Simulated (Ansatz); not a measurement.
## Anharmonic phonons and stability of ThPb3 (Pm-3m)

How do the phonons of ThPb3 change with temperature at fixed cell?

Method: DFT LDA, scalar-relativistic, plane waves, PAW, in Ansatz 0.2.0.

**1. The structure**

Symmetry: Pm-3m, No. 221, cubic system. The conventional cell has a = 4.855 Å, b = 4.855 Å, c = 4.855 Å, α = 90.00°, β = 90.00°, γ = 90.00°. Th has 12 Pb at 3.43 Å nearest. Nearest to Pb lie 4 Th at 3.43 Å and 8 Pb at 3.43 Å. Farther neighbours are not listed.

**2. A first coarse run**

A cheap single point shows whether the cell is a metal or an insulator and how far it is from rest; that sets the k-mesh and the occupations of what follows.

Input file input.yaml:

```yaml
crystal:
  lattice:
    - [4.855, 0.0, 0.0]
    - [0.0, 4.855, 0.0]
    - [0.0, 0.0, 4.855]
  atoms:
    - { symbol: Th, position: [0.0, 0.0, 0.0] }
    - { symbol: Pb, position: [0.0, 0.5, 0.5] }
    - { symbol: Pb, position: [0.5, 0.0, 0.5] }
    - { symbol: Pb, position: [0.5, 0.5, 0.0] }
kpoints:
  mp_grid: { grid: [4, 4, 4] }
hamiltonian:
  xc: lda
scf:
  occupations: { method: gaussian, width: 0.1 }
output:
  forces: true
  stress: true
  eigenvalues: true
```

Command:

```
ansatz run input.yaml --threads 18 --pin off --max-ram 92160MiB --backend cuda --events-out ev --progress --plain --runs-dir out --max-vram 78GiB
```

Numbers of over 12 decimals in the logs are rounded to 6 here.

The program printed:

```text
Engine: ansatz 0.2.0, aarch64-unknown-linux-gnu
Pseudopotentials: kind: paw
Pseudopotential: Th, paw, valence charge 12, recommended cutoff 420 eV (normal), Th.paw.azcp
Pseudopotential: Pb, paw, valence charge 14, recommended cutoff 420 eV (normal), Pb.paw.azcp
Functional definition: SPW92
  exchange = slater_x
  correlation = pw_c
device memory: the entry about to start is reckoned to put 7.5 GiB on a device that reports 182.5 GiB free (of which the cap on the GPU budget leaves the run 78.0 GiB)
GPU FFT provider: cuFFT
GPU libraries: cuBLAS 13.8.1, cuFFT 12.4.0, cuSOLVER 12.3.2
GPU matrix products: emulated (plane waves: as basis.precision tells), large ones in fixed point in workspaces of 1.00 GiB
Crystal: 4 atoms, lattice volume = 114.437 Å³
Basis set: ecut = 420 eV, 2205 PW (Γ)
Bands: 33, of which v1, the nominal top of the filled ones, is band 27 counted from 1 (26 counted from 0)
Symmetry: 48 space group operations
Space group: Pm-3m (ITA 221), of the structure as read, at distance tolerance 4.9e-5 Å
k-points: 10 of 64
Non-local potential: Th, projectors of the file, l = 0: 3, l = 1: 2, l = 2: 2, l = 3: 3
Non-local potential: Pb, projectors of the file, l = 0: 2, l = 1: 2, l = 2: 2, l = 3: 2
PAW form: soft (Blöchl's): semilocal exchange-correlation on the pseudo side does not see the compensation charge
PAW frozen core: Th, regenerated for the run's functional, and the local potential with it (the file was generated under x = pbe(κ = 0.804, μ = 0.219515), c = pbe(β = 0.066725))
PAW frozen core: Pb, regenerated for the run's functional, and the local potential with it (the file was generated under x = pbe(κ = 0.804, μ = 0.219515), c = pbe(β = 0.066725))
PAW one-centre angular grid: Th, 590 points (default); XC on 64 Gauss nodes
PAW one-centre angular grid: Pb, 590 points (default); XC on 64 Gauss nodes
Initial density: superposition of atomic densities (neutral atoms: chi_scale 0, normalization atom), corrected by the library's trained network
Initial wavefunctions: pseudopotential atomic-orbital guess
GPU buffer pool allocated for 46656 grid points (all kernels)
GPU transforms: local potential and band sums: pruned to the plane-wave sphere, on 36×36×36
Functional: x = slater, c = lda
SCF iter   1: F=—  HF=-47680.547780 eV  |F-HF|=—  |Δ(HF+E_count)|=         —  Δρ=6.64e-3  dr2=9.04e-2  ethr=1.77e-3  ⟨swp⟩=5.8  Hψ=1325  notcnv=0
preconditioner: auto → Kerker (q_TF=auto, 2.407 Å⁻¹)  [metal: Δε(μ)=0.050 eV  Ē_g=14.521 eV  σ=0.100 eV  W_gap=0.26  n_scr=26 (ndim 8)  ℏωp=25.0 eV  f_vac=0.000  D(μ)=7.59/eV (n_scr^D=80)]
SCF iter   2: F=—  HF=-47680.536739 eV  |F-HF|=—  |Δ(HF+E_count)|=   1.10e-2  Δρ=3.48e-3  dr2=2.07e-2  ethr=1.67e-4  ⟨swp⟩=1.9  Hψ=467  notcnv=0  defer=5
SCF iter   3: F=—  HF=-47680.532473 eV  |F-HF|=—  |Δ(HF+E_count)|=   4.27e-3  Δρ=6.06e-4  dr2=8.67e-4  ethr=3.84e-5  ⟨swp⟩=2.0  Hψ=372  notcnv=0  defer=5
SCF iter   4: F=—  HF=-47680.532357 eV  |F-HF|=—  |Δ(HF+E_count)|=   1.16e-4  Δρ=1.72e-4  dr2=6.42e-5  ethr=1.61e-6  ⟨swp⟩=2.0  Hψ=419  notcnv=0  defer=5
SCF iter   5: F=—  HF=-47680.532370 eV  |F-HF|=—  |Δ(HF+E_count)|=   1.34e-5  Δρ=5.29e-5  dr2=6.36e-6  ethr=1.19e-7  ⟨swp⟩=2.0  Hψ=415  notcnv=0  defer=2
SCF iter   6: F=—  HF=-47680.532370 eV  |F-HF|=—  |Δ(HF+E_count)|=   6.14e-7  Δρ=1.70e-5  dr2=5.99e-7  ethr=1.18e-8  ⟨swp⟩=3.0  Hψ=592  notcnv=0  defer=2
SCF iter   7: F=-47680.532370 eV  HF=-47680.532370 eV  |F-HF|=2.65e-9  |Δ(HF+E_count)|=   1.30e-7  Δρ=4.35e-6  dr2=2.31e-8  ethr=1.85e-10  ⟨swp⟩=10.1  Hψ=1619  notcnv=0
SCF 1 converged in 7 iterations: F = -47680.532370 eV  dr2 = 2.31e-8
  greatest PAW one-centre occupation: 0.980 electrons in one spin orbital (limit 2), on the Th atom at site 0 (counted from 0), in its partial waves of l = 0
SCF converged after 7 iterations
Free energy (F): -47680.532370 eV
Harris-Foulkes:  -47680.532370 eV  (|F-HF|=2.65e-9)
Internal energy: -47680.492943 eV  (E = F + TS)
E sigma→0 (E₀):  -47680.512657 eV
Entropy (-TS):   -0.039426 eV (-9.857 meV/atom)
Fermi energy:    13.050177 eV
--- Per-component energies (eV) ---
  E_band       = -51.634849
  E_kinetic    = 1101.152958
  E_local      = -3255.298487  (includes V_loc(G=0)·N_el)
  E_nonlocal   = 1225.200376
  E_hartree    = 1264.119084
  E_xc         = -1043.706759
  E_vxc        = -580.000738  (∫ρ·V_xc dr)
  E_paw        = -42005.308147  (= ΣΔE_a)
  E_vpaw       = -1070.928377  (= ΣTr[D̂ρ^β])
  E_aug_tail   = 0.000138  (compensation charges beyond the density's cutoff)
  E_ewald      = -4966.659845
  E_core_change = 0.007738  (= ΣΔE_core)
  E_smearing   = -0.039426  (= −TS)
  E_closure    = -0.000000  (closes the sum)
  Σ components = -47680.532370   (vs F -47680.532370, Δ=0.00e0)
--- Forces (eV/Å), atoms counted from 1 ---
  atom   1  Th    -0.00000000     0.00000000     0.00000000
  atom   2  Pb     0.00000000     0.00000000    -0.00000000
  atom   3  Pb     0.00000000    -0.00000000    -0.00000000
  atom   4  Pb     0.00000000    -0.00000000     0.00000000
  max |Σ_I F_I| component: 3.94e-29 eV/Å
--- Stress (GPa, compression-positive) ---
       -2.311030       0.000000       0.000000
        0.000000      -2.311030       0.000000
        0.000000       0.000000      -2.311030
  P = ⅓ Tr σ = -2.3110 GPa (-23.110 kbar)
--- Band table (eV; the first three rows and the last of 10) ---
  k-point 0: bands = [... 23 lower, 10.6058, 10.6058, 13.3849, 13.3849, 13.3849, 14.4554, 14.4554, 14.5815, ... 2 higher]
  k-point 1: bands = [... 23 lower, 10.5568, 11.2154, 11.8662, 12.9102, 12.9102, 14.5461, 14.5994, 14.7391, ... 2 higher]
  k-point 2: bands = [... 23 lower, 10.4263, 10.9853, 12.3927, 12.9182, 12.9182, 13.7442, 14.6230, 14.7188, ... 2 higher]
  k-point 9: bands = [... 23 lower, 10.4990, 10.4990, 10.4990, 14.5045, 14.5045, 14.5045, 14.6291, 14.7346, ... 2 higher]
```

Wall time 1.1 s (1 × NVIDIA GB200 with 18 threads of Arm Neoverse V2, shared host); peak memory 1 GiB.

This step gave:

```
pressure          : -2.311 GPa
volume per atom   : 28.61 Å³/atom
gap on the k-mesh : 0 eV
```

The start is under -2.3 GPa at this level and looks like a metal on this mesh.

**3. Single point at the given cell, occupations Gaussian, smearing width 0.1 eV**

The cell is kept at the size of the database entry and symmetry fixes every atom, so there is nothing to relax; the run only refines mesh or occupations.

Changes to input.yaml since step 2:

```diff
@@ -11,3 +11,3 @@
 kpoints:
-  mp_grid: { grid: [4, 4, 4] }
+  mp_grid: { grid: [10, 10, 10] }
 hamiltonian:
```

The mesh is denser.

The program printed:

```text
[...]
GPU FFT provider: cuFFT
GPU libraries: cuBLAS 13.8.1, cuFFT 12.4.0, cuSOLVER 12.3.2
[...]
Crystal: 4 atoms, lattice volume = 114.437 Å³
Basis set: ecut = 420 eV, 2205 PW (Γ)
Bands: 33, of which v1, the nominal top of the filled ones, is band 27 counted from 1 (26 counted from 0)
Symmetry: 48 space group operations
[...]
k-points: 56 of 1000
[...]
GPU buffer pool allocated for 46656 grid points (all kernels)
[...]
SCF iter   1: F=—  HF=-47680.626270 eV  |F-HF|=—  |Δ(HF+E_count)|=         —  Δρ=6.59e-3  dr2=9.34e-2  ethr=1.77e-3  ⟨swp⟩=5.7  Hψ=7433  notcnv=0
[...]
SCF iter   7: F=-47680.609718 eV  HF=-47680.609718 eV  |F-HF|=3.14e-9  |Δ(HF+E_count)|=   1.02e-7  Δρ=3.86e-6  dr2=2.10e-8  ethr=1.85e-10  ⟨swp⟩=8.1  Hψ=11011  notcnv=0
SCF 1 converged in 7 iterations: F = -47680.609718 eV  dr2 = 2.10e-8
[...]
SCF converged after 7 iterations
Free energy (F): -47680.609718 eV
[...]
Internal energy: -47680.592899 eV  (E = F + TS)
E sigma→0 (E₀):  -47680.601309 eV
Entropy (-TS):   -0.016819 eV (-4.205 meV/atom)
Fermi energy:    13.145991 eV
[...]
--- Stress (GPa, compression-positive) ---
       -2.534663       0.000000       0.000000
        0.000000      -2.534663       0.000000
        0.000000       0.000000      -2.534663
  P = ⅓ Tr σ = -2.5347 GPa (-25.347 kbar)
--- Band table (eV; the first three rows and the last of 56) ---
  k-point 0: bands = [... 23 lower, 10.6032, 10.6032, 13.3665, 13.3665, 13.3665, 14.4495, 14.4495, 14.5749, ... 2 higher]
  k-point 1: bands = [... 23 lower, 10.6005, 10.7039, 12.9231, 13.2105, 13.2105, 14.5012, 14.5779, 14.6805, ... 2 higher]
  k-point 2: bands = [... 23 lower, 10.5787, 10.9986, 12.1985, 12.9730, 12.9730, 14.5474, 14.5864, 14.7108, ... 2 higher]
  k-point 55: bands = [... 23 lower, 10.4930, 10.4930, 10.4930, 14.4724, 14.4724, 14.4724, 14.6227, 14.6988, ... 2 higher]
```

Elapsed: 1.1 s, on 1 × NVIDIA GB200 with 18 threads; peak memory 1 GiB; 2.3 s of CPU time.

This step gave:

- pressure: -2.535 GPa

The static pressure at this volume is -2.5 GPa, so this functional's own equilibrium cell is smaller.

For the pressure, step 2 gave -2.31 GPa; this run, with k-mesh 10×10×10, gives -2.53 GPa.

**4. Single point at the given cell, occupations Methfessel-Paxton, smearing width 0.2 eV**

The cell is kept at the size of the database entry and symmetry fixes every atom, so there is nothing to relax; the run only refines mesh or occupations.

Changes to input.yaml since step 3:

```diff
@@ -15,3 +15,3 @@
 scf:
-  occupations: { method: gaussian, width: 0.1 }
+  occupations: { method: methfessel_paxton, width: 0.2 }
 output:
```

The program printed:

```text
[...]
GPU FFT provider: cuFFT
GPU libraries: cuBLAS 13.8.1, cuFFT 12.4.0, cuSOLVER 12.3.2
[...]
Crystal: 4 atoms, lattice volume = 114.437 Å³
Basis set: ecut = 420 eV, 2205 PW (Γ)
Bands: 33, of which v1, the nominal top of the filled ones, is band 27 counted from 1 (26 counted from 0)
Symmetry: 48 space group operations
[...]
k-points: 56 of 1000
[...]
GPU buffer pool allocated for 46656 grid points (all kernels)
[...]
SCF iter   1: F=—  HF=-47680.617934 eV  |F-HF|=—  |Δ(HF+E_count)|=         —  Δρ=6.63e-3  dr2=9.53e-2  ethr=1.77e-3  ⟨swp⟩=5.0  Hψ=6942  notcnv=0
[...]
SCF iter   7: F=-47680.601910 eV  HF=-47680.601910 eV  |F-HF|=2.32e-8  |Δ(HF+E_count)|=   6.39e-8  S|Δr|=    0.00e0  Δρ=4.61e-6  dr2=4.29e-8  ethr=1.85e-10  ⟨swp⟩=8.1  Hψ=11177  notcnv=0
SCF 1 converged in 7 iterations: F = -47680.601910 eV  dr2 = 4.29e-8
[...]
SCF converged after 7 iterations
Stability not checked: this state was not tested for a lower state beside it, because cold or Methfessel-Paxton smearing, or corrected tetrahedra, fill the levels in a way that the test cannot read (fill_not_monotonic; see scf.lower_state_search)
Free energy (F): -47680.601910 eV
[...]
Internal energy: -47680.599463 eV  (E = F + TS)
E sigma→0 (E₀):  -47680.601298 eV
Entropy (-TS):   -0.002447 eV (-0.612 meV/atom)
Fermi energy:    13.144538 eV
[...]
--- Stress (GPa, compression-positive) ---
       -2.543234       0.000000       0.000000
        0.000000      -2.543234       0.000000
        0.000000       0.000000      -2.543234
  P = ⅓ Tr σ = -2.5432 GPa (-25.432 kbar)
--- Band table (eV; the first three rows and the last of 56) ---
  k-point 0: bands = [... 23 lower, 10.6031, 10.6031, 13.3663, 13.3663, 13.3663, 14.4496, 14.4496, 14.5748, ... 2 higher]
  k-point 1: bands = [... 23 lower, 10.6004, 10.7039, 12.9231, 13.2104, 13.2104, 14.5012, 14.5778, 14.6802, ... 2 higher]
  k-point 2: bands = [... 23 lower, 10.5786, 10.9986, 12.1986, 12.9730, 12.9730, 14.5473, 14.5863, 14.7102, ... 2 higher]
  k-point 55: bands = [... 23 lower, 10.4932, 10.4932, 10.4932, 14.4718, 14.4718, 14.4718, 14.6228, 14.6981, ... 2 higher]
```

Wall time 1.2 s (1 × NVIDIA GB200 with 18 threads); peak memory 1.1 GiB; 2.4 s of CPU time.

Numbers from this step:

```
pressure : -2.543 GPa
```

The static pressure at this volume is -2.5 GPa, so this functional's own equilibrium cell is smaller.

**5. Self-consistent phonons**

Displacements are drawn from a Gaussian whose width depends on temperature, the forces on them update the Gaussian until it is self-consistent, and the free energy's curvature decides stability.

input.yaml, the sections that differ from step 4:

```yaml
kpoints:
  mp_grid: { grid: [6, 6, 6] }
output:
  stress: true
  eigenvalues: true
phonons:
  method: fd
  supercell: [2, 2, 2]
  temperatures: { t_max: 400, t_step: 50 }
  qpath:
    path:
      - [[0.0, 0.0, 0.0], [0.0, 0.5, 0.0], [0.5, 0.5, 0.0], [0.0, 0.0, 0.0], [0.5, 0.5, 0.5], [0.0, 0.5, 0.0]]
      - [[0.5, 0.5, 0.0], [0.5, 0.5, 0.5]]
    npoints: 10
  self_consistent:
    temperatures: [100.0, 300.0, 600.0]
    max_frames: 128
    max_frequency_error: 2.0
  dielectric: false
  interpolated_qmesh: [9, 9, 9]
# crystal, hamiltonian, scf: as in step 4
```

The program printed:

```text
[...]
Crystal: 32 atoms, lattice volume = 915.499 Å³
Basis set: ecut = 420 eV, 17845 PW (Γ)
Bands: 264, of which v1, the nominal top of the filled ones, is band 216 counted from 1 (215 counted from 0)
Symmetry: 384 space group operations
k-points: 4 of 27
[...]
SCF iter   1: F=—  HF=-381444.969408 eV  |F-HF|=—  |Δ(HF+E_count)|=         —  Δρ=5.49e-8  dr2=5.92e-11  ethr=1.00e-12  ⟨swp⟩=3.0  Hψ=2690  notcnv=0
[...]
SCF iter   2: F=-381444.969408 eV  HF=-381444.969408 eV  |F-HF|=1.75e-10  |Δ(HF+E_count)|=  5.82e-11  S|Δr|=    0.00e0  Δρ=3.09e-8  dr2=1.78e-11  ethr=1.00e-12  ⟨swp⟩=5.0  Hψ=2996  notcnv=0
SCF 1 converged in 2 iterations: F = -381444.969408 eV  dr2 = 1.78e-11
[...]
phonons: the bands overlap, so this run is a metal and interpolates without the dipole-dipole term. If the crystal is really an insulator or semiconductor, its LO-TO splitting is missing
[...]
Symmetry: 8 space group operations
k-points: 6 of 27 (time reversal used)
[...]
iter 1 solved again at ethr=2.13e-8 eV; its pass at ethr=3.10e-3 eV (dr2=9.21e-5 eV) is discarded
[...]
SCF iter   8: F=-381444.969396 eV  HF=-381444.969396 eV  |F-HF|=5.82e-11  |Δ(HF+E_count)|=  1.16e-10  S|Δr|=    0.00e0  Δρ=1.64e-8  dr2=5.58e-12  ethr=1.00e-12  ⟨swp⟩=7.2  Hψ=7501  notcnv=0
SCF 2 converged in 8 iterations: F = -381444.969396 eV  dr2 = 5.58e-12
[...]
concurrent solve slots: 5 of 6 are kept, ahead of what memory takes: no pass of the eigensolver takes more rounds on 5
[...]
SCF iter   3: F=—  HF=-381444.969397 eV  |F-HF|=—  |Δ(HF+E_count)|=   4.31e-7  S|Δr|=    0.00e0  Δρ=2.12e-6  dr2=1.10e-7  ethr=3.81e-10  ⟨swp⟩=2.0  Hψ=4250  notcnv=0  defer=10
[...]
SCF 3 converged in 8 iterations: F = -381444.969397 eV  dr2 = 2.16e-12
[...]
softest of the free energy's second derivatives: 36.50 ± 0.32 cm⁻¹ at q 0.5000 0.0000 0.5000; not told ahead of this temperature's last population
    the crystal stands in this phase at this temperature, as far as these wave vectors tell
    the ions' mean positions are those at rest
    free energy -47681.790855 ± 0.000337 eV a cell, of which vibrations -1.169679; entropy 285.321 ± 0.114 J/(mol·K) of cells
      by the harmonic crystal on the mesh of its thermodynamic functions, with what the supercell's own 93 modes hold beyond it; by those alone vibrations -1.104469, entropy 271.751
      a free energy on a mesh is no bound; the supercell's own free energy is the best Gaussian's, an upper bound on the crystal's: what lies beyond it on the fitted surface stands below, to be added
    pressure -0.8489 ± 0.0270 GPa; at rest -2.6644, so that the ions' motion makes +1.8156
      stress (GPa, positive in compression): xx -0.8489 ± 0.0270, yy -0.8489 ± 0.0270, zz -0.8489 ± 0.0270, yz 0.0000 ± 0.0000, xz 0.0000 ± 0.0000, xy 0.0000 ± 0.0000
      by the supercell's own 93 modes alone, which lack the rigid motions: in the warmth about 1/32 of what the motion makes, which no ± holds; not to be laid beside figures on a mesh
    beyond the Gaussian, in the hollow that it stands in and those that the ions reach from there, by exact statistics on the surface that is fitted to the frames (rings of 2 beads):
      6 configuration(s) of the rings are solved and fitted beside the frames
      free energy -0.010972 ± 0.000329 eV a cell
      leaving out a pair of frames, or group of many, changes the fitted energy by up to 0.06 k_B T, T the rings' temperature (one standard deviation); of these ± those of the frequencies lack the bias that few frames leave, and those of the mean squares the mean places' part of it
      pressure +0.0791 ± 0.0096 GPa; with it, by the rings' own mean, -0.7654 ± 0.0252, so that the ions' motion makes +1.8991: by the supercell's own 93 modes alone, as the Gaussian's
      mean square displacement, over the three axes, of site 0 from 0, Th, the most changed: 0.06177 ± 0.00042 Å², of which +0.00757 beyond the Gaussian's
      softest frequency by how far the rings' centres move (above zero always: no sign of whether the crystal stands): 36.60 ± 0.16 cm⁻¹ at q 0.5000 0.5000 0.0000
    frequencies (cm⁻¹; below zero: imaginary; ±: error) of the harmonic crystal, of the Gaussian, of the free energy's second derivatives, each in its own ascending order
      q 0.0000 0.0000 0.0000
            67.53       68.75 ±  0.27       66.43 ±  0.39
            67.53       68.75 ±  0.27       66.43 ±  0.39
            67.53       68.75 ±  0.27       66.43 ±  0.39
            73.16       75.70 ±  0.16       72.69 ±  0.29
            73.16       75.70 ±  0.16       72.69 ±  0.29
            73.16       75.70 ±  0.16       72.69 ±  0.29
           102.18      107.44 ±  0.25      103.26 ±  0.40
           102.18      107.44 ±  0.25      103.26 ±  0.40
           102.18      107.44 ±  0.25      103.26 ±  0.40
      q 0.0000 0.0000 0.5000, and 2 like it
            42.90       46.14 ±  0.16       43.75 ±  0.22
            42.90       46.14 ±  0.16       43.75 ±  0.22
            49.92       51.85 ±  0.17       49.19 ±  0.23
            49.92       51.85 ±  0.17       49.19 ±  0.23
            52.42       63.87 ±  0.59       59.55 ±  0.80
            69.63       72.49 ±  0.30       70.19 ±  0.36
            70.32       74.99 ±  0.23       71.16 ±  0.38
            80.65       84.15 ±  0.25       81.13 ±  0.32
            80.84       86.55 ±  0.27       82.79 ±  0.36
            80.84       86.55 ±  0.27       82.79 ±  0.36
            89.63       94.70 ±  0.26       89.85 ±  0.38
            89.63       94.70 ±  0.26       89.85 ±  0.38
      q 0.0000 0.5000 0.5000, and 2 like it
            33.53       39.15 ±  0.24       36.50 ±  0.32
            33.53       39.15 ±  0.24       36.50 ±  0.32
            39.86       42.36 ±  0.27       40.77 ±  0.44
            51.00       56.50 ±  0.43       53.26 ±  0.52
            54.61       59.13 ±  0.51       54.65 ±  0.68
            69.44       70.69 ±  0.41       67.91 ±  0.47
            69.44       75.25 ±  0.18       70.83 ±  0.32
            69.85       75.25 ±  0.18       70.83 ±  0.32
            80.32       86.62 ±  0.27       84.35 ±  0.72
            83.67       92.81 ±  0.21       89.50 ±  0.30
            95.74       99.13 ±  0.52       94.78 ±  0.61
            95.74       99.13 ±  0.52       94.78 ±  0.61
      q 0.5000 0.5000 0.5000
            41.51       44.28 ±  0.59       42.34 ±  0.71
            41.51       44.28 ±  0.59       42.34 ±  0.71
            41.51       44.28 ±  0.59       42.34 ±  0.71
            46.75       46.74 ±  0.27       45.26 ±  0.37
            46.75       46.74 ±  0.27       45.26 ±  0.37
            57.79       58.39 ±  0.22       55.14 ±  0.31
            57.79       58.39 ±  0.22       55.14 ±  0.31
            57.79       58.39 ±  0.22       55.14 ±  0.31
            79.39       88.50 ±  0.81       86.12 ±  0.90
           104.75      110.83 ±  0.58      106.87 ±  0.66
           104.75      110.83 ±  0.58      106.87 ±  0.66
           104.75      110.83 ±  0.58      106.87 ±  0.66
```

Wall time 1.7 min (1 × NVIDIA GB200 with 18 threads); peak memory 2.2 GiB; 19 min of CPU time.

Numbers from this step:

| Quantity | Value |
| --- | --- |
| point group | m-3m |
| frames solved | 38 |
| pressure of the lattice at rest | -2.664 GPa |

[end of part 1 of 3]

[Logs are printed without paths, hosts, clocks, repeated set-up lines and the standing remarks that a program may print on its own settings, such as how far it seeks lower states.]

[Hosts, paths, dates, database ids (printed as entryN), source tags and the programs' standing remarks are cut or masked in the printed files.]

[A step with changed settings may run another functional than the one named; its input shows which.]
